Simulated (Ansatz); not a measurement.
**Convergence of a linear-scaling basis for the unslipped end of a generalised stacking fault on (111) of a Pt-Ir solid solution (108 atoms)**

Wanted: errors and times of a linear-scaling basis for the unslipped end of a generalised stacking fault on (111) of a Pt-Ir solid solution (108 atoms). A setting counts as converged where the r.m.s. difference of forces stays under 1 % of the r.m.s. force.

Program: Ansatz 0.2.0. Level of theory: Kohn-Sham DFT, PBE, PAW (set soft_2), plane waves. Results are calculated unless marked as measured.

## 1. The structure

The cell holds 108 atoms: 47 Ir and 61 Pt. Cell: a = 8.245 Å, b = 9.521 Å, c = 20.396 Å, α = 90.0°, β = 90.0°, γ = 90.0°. It derives from Pt and Ir. Fcc Pt lattice (a = 3.8868 Å, the value set for the mixture), cell with z along [111], 3 x 2 x 3 periods; the third cell vector is tilted by 0.000 of 1/2[1-10] and lengthened by 0.2 Å, so the stacking has no slip; displaced by a Gaussian of 0.01 Å; 47 of 108 Pt sites given to Ir at random (lattice constant by Vegard's rule between Pt and Ir).

Limits known from the start: The host structure and its lattice constant were typed by rule, without a check against the phase diagram. The electron count is odd and the run has no spin polarisation. Spin–orbit coupling is left out, which matters for the levels of the heavy elements.

## 2. Plane-wave single point

The first run fixes the reference, at a cutoff of 420 eV.

The input, input.yaml:

```yaml
crystal:
  lattice:
    - [8.24515, 0.0, 0.0]
    - [0.0, 9.52068, 0.0]
    - [0.0, 0.0, 20.39641]
  atoms:
    - { symbol: Ir, position: [0.83194, 0.75118, 0.98902] }
    - { symbol: Ir, position: [0.83307, 0.91868, 0.10935] }
    - { symbol: Pt, position: [0.49919, 0.74981, 0.98929] }
    - { symbol: Ir, position: [0.50138, 0.91667, 0.10945] }
    - { symbol: Pt, position: [0.66389, 0.49991, 0.98963] }
    - { symbol: Pt, position: [0.66717, 0.66813, 0.11013] }
    - { symbol: Ir, position: [0.66854, 0.83308, 0.21978] }
    - { symbol: Pt, position: [0.83117, 0.24884, 0.9897] }
    - { symbol: Pt, position: [0.83272, 0.41542, 0.10929] }
    - { symbol: Ir, position: [0.83174, 0.58422, 0.21998] }
    - { symbol: Ir, position: [0.83243, 0.7505, 0.3295] }
    - { symbol: Ir, position: [0.83457, 0.91789, 0.43933] }
    - { symbol: Ir, position: [0.16644, 0.74957, 0.98929] }
    - { symbol: Pt, position: [0.16858, 0.91741, 0.11015] }
    - { symbol: Pt, position: [0.33332, 0.49995, 0.98956] }
    - { symbol: Pt, position: [0.33206, 0.66737, 0.10879] }
    - { symbol: Pt, position: [0.33384, 0.8333, 0.21921] }
    - { symbol: Ir, position: [0.49957, 0.25153, 0.99072] }
    - { symbol: Pt, position: [0.49955, 0.41781, 0.10882] }
    - { symbol: Ir, position: [0.49798, 0.58297, 0.21986] }
    - { symbol: Ir, position: [0.49904, 0.75041, 0.32955] }
    - { symbol: Pt, position: [0.49873, 0.91804, 0.43974] }
    - { symbol: Pt, position: [0.66557, 0.99984, 0.98937] }
    - { symbol: Pt, position: [0.66717, 0.16544, 0.10965] }
    - { symbol: Ir, position: [0.66606, 0.33498, 0.22004] }
    - { symbol: Pt, position: [0.66734, 0.49965, 0.32963] }
    - { symbol: Pt, position: [0.66762, 0.6681, 0.43911] }
    - { symbol: Pt, position: [0.66389, 0.83315, 0.54984] }
    - { symbol: Ir, position: [0.83461, 0.08207, 0.2191] }
    - { symbol: Pt, position: [0.83237, 0.24815, 0.32967] }
    - { symbol: Ir, position: [0.83259, 0.41689, 0.43938] }
    - { symbol: Pt, position: [0.83328, 0.58296, 0.54944] }
    - { symbol: Ir, position: [0.83262, 0.75009, 0.66014] }
    - { symbol: Ir, position: [0.83384, 0.91638, 0.7695] }
    - { symbol: Pt, position: [0.00042, 0.49905, 0.98946] }
    - { symbol: Pt, position: [0.99968, 0.6683, 0.1097] }
    - { symbol: Ir, position: [0.99845, 0.83228, 0.21993] }
    - { symbol: Pt, position: [0.16737, 0.25026, 0.99009] }
    - { symbol: Pt, position: [0.16512, 0.41653, 0.11035] }
    - { symbol: Pt, position: [0.16604, 0.58272, 0.2196] }
    - { symbol: Pt, position: [0.1689, 0.75076, 0.32912] }
    - { symbol: Ir, position: [0.16543, 0.9162, 0.43943] }
    - { symbol: Ir, position: [0.3337, 0.99963, 0.98904] }
    - { symbol: Ir, position: [0.33115, 0.16897, 0.10944] }
    - { symbol: Pt, position: [0.33324, 0.33315, 0.21988] }
    - { symbol: Ir, position: [0.33401, 0.4996, 0.33004] }
    - { symbol: Ir, position: [0.33283, 0.66531, 0.4409] }
    - { symbol: Pt, position: [0.33407, 0.83167, 0.54921] }
    - { symbol: Pt, position: [0.50181, 0.08195, 0.21949] }
    - { symbol: Ir, position: [0.50057, 0.24871, 0.32898] }
    - { symbol: Pt, position: [0.50111, 0.41703, 0.43987] }
    - { symbol: Ir, position: [0.49954, 0.58525, 0.54987] }
    - { symbol: Pt, position: [0.49901, 0.7502, 0.66001] }
    - { symbol: Ir, position: [0.50161, 0.91517, 0.77002] }
    - { symbol: Pt, position: [0.66448, 0.00074, 0.33042] }
    - { symbol: Pt, position: [0.66586, 0.16686, 0.44047] }
    - { symbol: Ir, position: [0.66535, 0.33212, 0.55002] }
    - { symbol: Pt, position: [0.66489, 0.50171, 0.65947] }
    - { symbol: Ir, position: [0.668, 0.66684, 0.77077] }
    - { symbol: Pt, position: [0.66665, 0.83301, 0.88106] }
    - { symbol: Pt, position: [0.83432, 0.08428, 0.54909] }
    - { symbol: Ir, position: [0.83211, 0.24867, 0.65982] }
    - { symbol: Pt, position: [0.83208, 0.41597, 0.76957] }
    - { symbol: Ir, position: [0.83293, 0.58173, 0.87952] }
    - { symbol: Ir, position: [0.00207, 6.0e-05, 0.98944] }
    - { symbol: Pt, position: [0.9987, 0.16522, 0.10911] }
    - { symbol: Ir, position: [0.99993, 0.33484, 0.22019] }
    - { symbol: Ir, position: [0.0013, 0.49819, 0.3306] }
    - { symbol: Pt, position: [0.00069, 0.66603, 0.44137] }
    - { symbol: Pt, position: [0.99892, 0.83209, 0.54905] }
    - { symbol: Ir, position: [0.16535, 0.08352, 0.22069] }
    - { symbol: Pt, position: [0.16605, 0.24986, 0.32957] }
    - { symbol: Pt, position: [0.16687, 0.41695, 0.43987] }
    - { symbol: Ir, position: [0.16949, 0.5827, 0.54938] }
    - { symbol: Ir, position: [0.16739, 0.74959, 0.66029] }
    - { symbol: Ir, position: [0.16692, 0.91591, 0.77018] }
    - { symbol: Pt, position: [0.33442, 0.00225, 0.32926] }
    - { symbol: Pt, position: [0.33308, 0.16698, 0.44038] }
    [... 24 atom lines left out ...]
    - { symbol: Pt, position: [0.33263, 0.33527, 0.87989] }
    - { symbol: Ir, position: [0.4997, 0.08308, 0.87905] }
    - { symbol: Pt, position: [0.00014, 0.99977, 0.65998] }
    - { symbol: Pt, position: [0.00131, 0.16566, 0.76944] }
    - { symbol: Pt, position: [0.00096, 0.33403, 0.87968] }
    - { symbol: Pt, position: [0.16803, 0.0827, 0.87911] }
kpoints:
  mp_grid: { grid: [2, 2, 1] }
hamiltonian:
  xc: pbe
scf:
  occupations: { method: fermi_dirac, width: 0.1 }
output:
  forces: true
  stress: true
  populations: true
  dos:
    method: { smearing: { sigma: 0.1 } }
    de: 0.1
    projected: { site_lists: { Ir: [Ir], Pt: [Pt] } }
  eigenvalues: true
  write_density: true
  write_potential: true
  volumetric_format: npy
```

Run with:

```console
$ ansatz run input.yaml --threads 8 --pin off --max-ram 15872MiB --backend cpu --events-out ev --progress --plain --runs-dir out
```

Numbers of over 12 decimals in the logs are rounded to 6 here.

Output:

```text
Engine: ansatz 0.2.0, aarch64-unknown-linux-gnu
Pseudopotentials: kind: paw
Pseudopotential: Ir, paw, valence charge 17, recommended cutoff 420 eV (normal), Ir.paw.azcp
Pseudopotential: Pt, paw, valence charge 18, recommended cutoff 420 eV (normal), Pt.paw.azcp
[... 5 lines on functional and potentials left out ...]
Crystal: 108 atoms, lattice volume = 1601.107 Å³
Basis set: ecut = 420 eV, 31265 PW (Γ), exchange–correlation on 120×128×288 points (8 copies of the dense FFT grid, shifted against one another)
Bands: 1139, of which v1, the nominal top of the filled ones, is band 949 counted from 1 (948 counted from 0)
Symmetry: 1 space group operations
Space group: P1 (ITA 1), of the structure as read, at distance tolerance 1.2e-4 Å
k-points: 4
[... 5 lines on functional and potentials left out ...]
Initial density: superposition of atomic densities (neutral atoms: chi_scale 0, normalization atom), corrected by the library's trained network
Initial wavefunctions: pseudopotential atomic-orbital guess
Functional: x = pbe(κ = 0.804, μ = 0.219515), c = pbe(β = 0.066725)
SCF iter   1: F=—  HF=-1324857.343259 eV  |F-HF|=—  |Δ(HF+E_count)|=         —  Δρ=9.01e-3  dr2=1.65e1  ethr=1.77e-3  ⟨swp⟩=5.0  Hψ=14835  notcnv=0  defer=324
preconditioner: auto → Kerker (q_TF=auto, 2.807 Å⁻¹)  [metal: Δε(μ)=0.008 eV  Ē_g=7.751 eV  σ=0.100 eV  W_gap=0.02  n_scr=608 (ndim 8)  ℏωp=29.8 eV  f_vac=0.000  D(μ)=135.77/eV (n_scr^D=1596)]
SCF iter   2: F=—  HF=-1324857.321490 eV  |F-HF|=—  |Δ(HF+E_count)|=   2.18e-2  Δρ=4.66e-3  dr2=5.93e0  ethr=8.69e-4  ⟨swp⟩=1.0  Hψ=5240  notcnv=0  defer=348
SCF iter   3: F=—  HF=-1324857.289899 eV  |F-HF|=—  |Δ(HF+E_count)|=   3.16e-2  Δρ=6.45e-4  dr2=2.75e-1  ethr=3.13e-4  ⟨swp⟩=1.0  Hψ=4188  notcnv=0  defer=348
SCF iter   4: F=—  HF=-1324857.285337 eV  |F-HF|=—  |Δ(HF+E_count)|=   4.56e-3  Δρ=2.15e-4  dr2=2.27e-2  ethr=1.45e-5  ⟨swp⟩=1.0  Hψ=4188  notcnv=0  defer=348
SCF iter   5: F=—  HF=-1324857.285135 eV  |F-HF|=—  |Δ(HF+E_count)|=   2.03e-4  Δρ=6.15e-5  dr2=1.94e-4  ethr=1.20e-6  ⟨swp⟩=1.0  Hψ=4188  notcnv=0  defer=348
SCF iter   6: F=—  HF=-1324857.285101 eV  |F-HF|=—  |Δ(HF+E_count)|=   3.39e-5  Δρ=1.64e-5  dr2=1.23e-5  ethr=1.02e-8  ⟨swp⟩=2.0  Hψ=4589  notcnv=0  defer=348
SCF iter   7: F=—  HF=-1324857.291416 eV  |F-HF|=—  |Δ(HF+E_count)|=   6.31e-3  Δρ=4.33e-6  dr2=1.38e-6  ethr=6.49e-10  ⟨swp⟩=1.5  Hψ=5055  notcnv=0  defer=349
SCF iter   8: F=—  HF=-1324857.291415 eV  |F-HF|=—  |Δ(HF+E_count)|=   6.36e-8  Δρ=1.22e-6  dr2=2.00e-7  ethr=7.28e-11  ⟨swp⟩=1.5  Hψ=4196  notcnv=0  defer=349
SCF iter   9: F=-1324857.291415 eV  HF=-1324857.291415 eV  |F-HF|=1.09e-8  |Δ(HF+E_count)|=   7.68e-9  Δρ=3.36e-7  dr2=1.19e-8  ethr=5.27e-12  ⟨swp⟩=11.0  Hψ=26206  notcnv=0
SCF 1 converged in 9 iterations: F = -1324857.291415 eV  dr2 = 1.19e-8
  greatest PAW one-centre occupation: 1.000 electrons in one spin orbital (limit 2), on the Pt atom at site 94 (counted from 0), in its partial waves of l = 0
SCF converged after 9 iterations
Free energy (F): -1324857.291415 eV
Harris-Foulkes:  -1324857.291415 eV  (|F-HF|=1.09e-8)
Internal energy: -1324852.775694 eV  (E = F + TS)
E sigma→0 (E₀):  -1324855.033555 eV
Entropy (-TS):   -4.515721 eV (-41.812 meV/atom)
Fermi energy:    24.168550 eV
--- Per-component energies (eV) ---
  E_band       = -12250.124408
  E_kinetic    = 68213.145885
  E_local      = -141802.744987  (includes V_loc(G=0)·N_el)
  E_nonlocal   = 15578.956123
  E_hartree    = 53430.252436
  E_xc         = -28585.692540
  E_vxc        = -32608.832890  (∫ρ·V_xc dr)
  E_paw        = -1010188.714555  (= ΣΔE_a)
  E_vpaw       = -28491.166741  (= ΣTr[D̂ρ^β])
  E_aug_tail   = 0.014504  (compensation charges beyond the density's cutoff)
  E_ewald      = -281497.992559
  E_smearing   = -4.515721  (= −TS)
  E_closure    = -0.000000  (closes the sum)
  Σ components = -1324857.291415   (vs F -1324857.291415, Δ=0.00e0)
--- Forces (eV/Å), atoms counted from 1 ---
  atom   1  Ir     1.02129915     0.30448025     0.68658184
  atom   2  Ir    -0.17307836    -0.18777339    -0.69472123
  atom   3  Pt    -0.11312638     0.27274743     1.31209479
  atom   4  Ir     0.08096619     0.44266350    -0.97535499
  atom   5  Pt     0.45250838     0.09042298     0.54381502
  atom   6  Pt     0.01931403     0.37145614    -0.81531747
  atom   7  Ir     0.41670892    -0.26837378    -0.22671801
  atom   8  Pt    -0.05853349    -0.03868873     0.89741865
  atom   9  Pt     0.06560523     0.15595812    -0.43261219
  atom  10  Ir    -0.17789256    -0.12968701     0.62466832
  atom  11  Ir     0.11310329    -0.29873973    -0.43763064
  atom  12  Ir     0.45556235    -0.02476126    -0.29947676
  atom  13  Ir    -0.65136308     0.78124792     0.77739850
  atom  14  Pt    -0.07786759     0.44004278    -1.31508449
[...]
atom 107  Pt    -0.31210875     0.11150844    -0.19014449
  atom 108  Pt    -0.04074502    -0.14593783     0.42937213
  max |Σ_I F_I| component: 5.46e-6 eV/Å
--- Stress (GPa, compression-positive) ---
        7.454585       0.053389      -0.101086
        0.053389       7.572845      -0.059736
       -0.101086      -0.059736       4.892338
  P = ⅓ Tr σ = 6.6399 GPa (66.399 kbar)
--- Band table (eV) ---
  k-point 0: bands = ["-74.9243", "-74.9136", "-74.8961", "-74.8694", [... 1123 levels ...], "33.2839", "33.2875", "33.3188", "33.3613", "33.3796", "33.5301", "33.5437", "33.5695", "33.5875", "33.6096", "34.1100", "34.1588"]
[...]
--- Löwdin populations: 108 sites ---
  site symbol       q [e]
     0     Ir     16.8319
     1     Ir     16.8030
     2     Pt     17.8601
[...]
107     Pt     17.8600
  spilling = 0.009857 (of n_electrons = 1897.000000)
```

The job ended after 6.1 min (8 threads of Arm Neoverse V1, shared host; peak memory 10 GiB).

Reading the cycles: dr2 is the Hartree energy of the density residual (eV), the measure of convergence; HF is the Harris–Foulkes estimate of the energy, which meets the free energy F at convergence.

The program notes that it cut back its work space to fit the memory limit.

The run gave:

| Item | Value |
| --- | --- |
| free energy | -1324857.2914 eV |
| free energy per atom | -12267.1971 eV/atom |
| SCF cycles | 9 |
| pressure | 6.64 GPa |
| r.m.s. force component | 0.451 eV/Å |
| longest force | 1.52 eV/Å |
| Fermi energy | 24.17 eV |
| levels partly filled by over 2 per cent | 213 |
| spilling of the projection | 0.009857 |

The r.m.s. force component of 0.45 eV/Å sets the scale for the differences below.

## 3. Support functions low

With localised support functions most steps grow linearly with size, though the diagonalisation grows faster unless the density matrix is cut; this run measures error and cost at this size. The level low gives here a grid of 48×48×90 points and a radius of 3.76 Å.

This step: Kohn-Sham DFT, PBE, PAW (set soft_2), localised support functions (low) (Ansatz 0.2.0).

input.yaml, the sections that differ from step 2:

```yaml
scf:
  occupations: { method: fermi_dirac, width: 0.1 }
  eigensolver: { kind: { support_functions: { accuracy: low } } }
  mixing: { beta: 0.4 }
  max_iter: 150
output:
  forces: true
# crystal, kpoints, hamiltonian: as in step 2
```

Output:

```text
Warning: scf.eigensolver.kind.support_functions: disabling space-group detection — the functions' gradient is summed over unrotated k-points, so no spatial operation reduces the k-mesh or symmetrises the density; time reversal is kept, so that k and −k are solved as one point where they differ and the mesh holds both, and exact exchange and, on two spinor components, a DFT+U term hold to it where the run has them: [...]
settings of this run that can trade accuracy for cost: scf.eigensolver.kind.support_functions; scf.eigensolver.kind.support_functions.accuracy: low [...]
[...]
Crystal: 108 atoms, lattice volume = 1601.107 Å³
Basis set: ecut = 420 eV, 31265 PW (Γ), exchange–correlation on 120×128×288 points (8 copies of the dense FFT grid, shifted against one another)
Bands: 1139, of which v1, the nominal top of the filled ones, is band 949 counted from 1 (948 counted from 0)
Symmetry: 1 space group operations
k-points: 4
[...]
Eigensolver: Support functions (low, 48×48×90 points, laid for a spacing of at most 0.228497 Å, radius 3.757954 Å, 1 species' potentials softened for the grid, 1 wholly corrected for its errors in the mean over positions, 2 with the egg-box correction, energy correction by stochastic trace)
[...]
SCF iter   1: F=—  HF=-1324908.572547 eV  |F-HF|=—  |Δ(HF+E_count)|=         —  Δρ=1.73e-1  dr2=1.63e3  ethr=1.00e-1
[...]
SCF iter  17: F=-1324857.260469 eV  HF=-1324857.260469 eV  |F-HF|=8.62e-7  |Δ(HF+E_count)|=   1.17e-2  Δρ=1.17e-5  dr2=2.03e-6  ethr=1.88e-10
SCF 1 converged in 17 iterations: F = -1324857.536480 eV  dr2 = 2.03e-6
[...]
SCF converged after 17 iterations
Stability not checked: this state was not tested for a lower state beside it, because the mixer in use, unlike msr1, does not test its closes by its own steps (another_mixer; see scf.mixing.algorithm and scf.lower_state_search)
Free energy (F): -1324857.536480 eV
[...]
Internal energy: -1324853.025607 eV  (E = F + TS)
E sigma→0 (E₀):  -1324855.281044 eV
Entropy (-TS):   -4.510873 eV (-41.767 meV/atom)
Fermi energy:    24.169567 eV
[...]
--- Forces (eV/Å), atoms counted from 1 ---
  atom   1  Ir     1.02422681     0.30547135     0.68347687
  atom   2  Ir    -0.17311738    -0.18603460    -0.68919965
  atom   3  Pt    -0.11340938     0.27415964     1.30932406
  atom   4  Ir     0.08219631     0.44367882    -0.97241042
  atom   5  Pt     0.45227198     0.09010286     0.54106118
  atom   6  Pt     0.01973988     0.37403746    -0.81178400
  atom   7  Ir     0.41836684    -0.26968164    -0.22730893
  atom   8  Pt    -0.05850713    -0.03834148     0.89572730
  atom   9  Pt     0.06596259     0.15534676    -0.42887668
  atom  10  Ir    -0.17827001    -0.12913389     0.62660470
  atom  11  Ir     0.11141146    -0.29947768    -0.43948650
  atom  12  Ir     0.46181663    -0.02426568    -0.30088717
  atom  13  Ir    -0.65256764     0.78388744     0.77360205
  atom  14  Pt    -0.07877822     0.44159968    -1.31201893
[...]
atom 107  Pt    -0.31258933     0.11326797    -0.19153338
  atom 108  Pt    -0.04089458    -0.14811042     0.42951181
  max |Σ_I F_I| component: 1.39e-2 eV/Å
--- Band table (eV) ---
[...]
guard bands above this table: 124 of the run's 1139 bands (output.publish_guard_bands: true publishes all)
[...]
```

It took 4.7 min on 8 threads; peak memory 5.8 GiB.

The program notes that the band table was not solved further than the SCF left it and it switched symmetry off.

Keys that differ from the reference: support_functions.accuracy = "low", scf.max_iter = 150 and scf.mixing.beta = 0.4.

Forces differ from the reference by 1.7 meV/Å r.m.s., 0.37 % of their size, within a tolerance of 1 %; the energy by -2.3 meV/atom.

## 4. Support functions medium, spacing 0.411 Å

The grid spacing sets how fine a wave the support functions can hold. The typed value is an upper bound: the grid laid has 24×24×54 points, 0.397 Å apart at most.

This step: Kohn-Sham DFT, PBE, PAW (set soft_2), localised support functions (medium) (Ansatz 0.2.0).

input.yaml, the sections that differ from step 3:

```yaml
scf:
  occupations: { method: fermi_dirac, width: 0.1 }
  eigensolver: { kind: { support_functions: { accuracy: medium, spacing: 0.411 } } }
  mixing: { beta: 0.4 }
  max_iter: 150
# crystal, kpoints, hamiltonian, output: as in step 3
```

Output:

```text
[...]
Crystal: 108 atoms, lattice volume = 1601.107 Å³
Basis set: ecut = 420 eV, 31265 PW (Γ), exchange–correlation on 120×128×288 points (8 copies of the dense FFT grid, shifted against one another)
Bands: 1139, of which v1, the nominal top of the filled ones, is band 949 counted from 1 (948 counted from 0)
Symmetry: 1 space group operations
k-points: 4
[...]
Eigensolver: Support functions (medium, 24×24×54 points, laid for a spacing of at most 0.411000 Å, radius 3.757954 Å, 1 species' potentials softened for the grid, 1 wholly corrected for its errors in the mean over positions, 2 with the egg-box correction, energy correction by stochastic trace)
[...]
SCF iter   1: F=—  HF=-1324874.575933 eV  |F-HF|=—  |Δ(HF+E_count)|=         —  Δρ=1.78e-1  dr2=1.67e3  ethr=1.00e-1
[...]
SCF iter  18: F=-1324850.818999 eV  HF=-1324850.818999 eV  |F-HF|=1.15e-7  |Δ(HF+E_count)|=   1.24e-2  Δρ=4.04e-6  dr2=2.65e-7  ethr=7.17e-11
SCF 1 converged in 18 iterations: F = -1324851.177902 eV  dr2 = 2.65e-7
[...]
SCF converged after 18 iterations
[...]
Free energy (F): -1324851.177902 eV
[...]
Internal energy: -1324846.665654 eV  (E = F + TS)
E sigma→0 (E₀):  -1324848.921778 eV
Entropy (-TS):   -4.512248 eV (-41.780 meV/atom)
Fermi energy:    24.204874 eV
[...]
--- Forces (eV/Å), atoms counted from 1 ---
  atom   1  Ir     0.95749902     0.20274522     0.72169782
  atom   2  Ir    -0.10803368    -0.33795308    -0.56513459
  atom   3  Pt    -0.13520060     0.32516173     1.04523740
  atom   4  Ir     0.10391154     0.44718997    -0.87187286
  atom   5  Pt     0.42755504     0.08655140     0.37058401
  atom   6  Pt    -0.00870563     0.16349260    -0.57200550
  atom   7  Ir     0.40389718    -0.24680205    -0.11463093
  atom   8  Pt    -0.06045690     0.11798410     0.72376485
  atom   9  Pt     0.03851478     0.34102453    -0.09335676
  atom  10  Ir    -0.20894176    -0.20568712     0.68976984
  atom  11  Ir     0.14013903    -0.36255813    -0.24497661
  atom  12  Ir     0.42646108    -0.10112628    -0.15943937
  atom  13  Ir    -0.67044071     0.81828858     0.81565229
  atom  14  Pt    -0.08142865     0.33471118    -1.06910053
[...]
atom 107  Pt    -0.33233890     0.01159286    -0.15967924
  atom 108  Pt    -0.05193639    -0.03070901     0.29847681
  max |Σ_I F_I| component: 2.41e1 eV/Å
--- Band table (eV) ---
[...]
```

The job ended after 3.2 min (8 threads; peak memory 3.8 GiB).

The program notes that the forces don't sum to zero within tolerance and the grid leaves an egg-box force.

Forces differ from the reference by 201 meV/Å r.m.s., 45 % of their size, far over a tolerance of 1 %; the energy by +57 meV/atom. The setting is coarser than the default on purpose.

(Part 1 of 2 ends here.)

[Logs are printed without paths, hosts, clocks, repeated set-up lines and the standing remarks that a program may print on its own settings, such as how far it seeks lower states.]

[Hosts, paths, dates, database ids (printed as entryN), source tags and the programs' standing remarks are cut or masked in the printed files.]
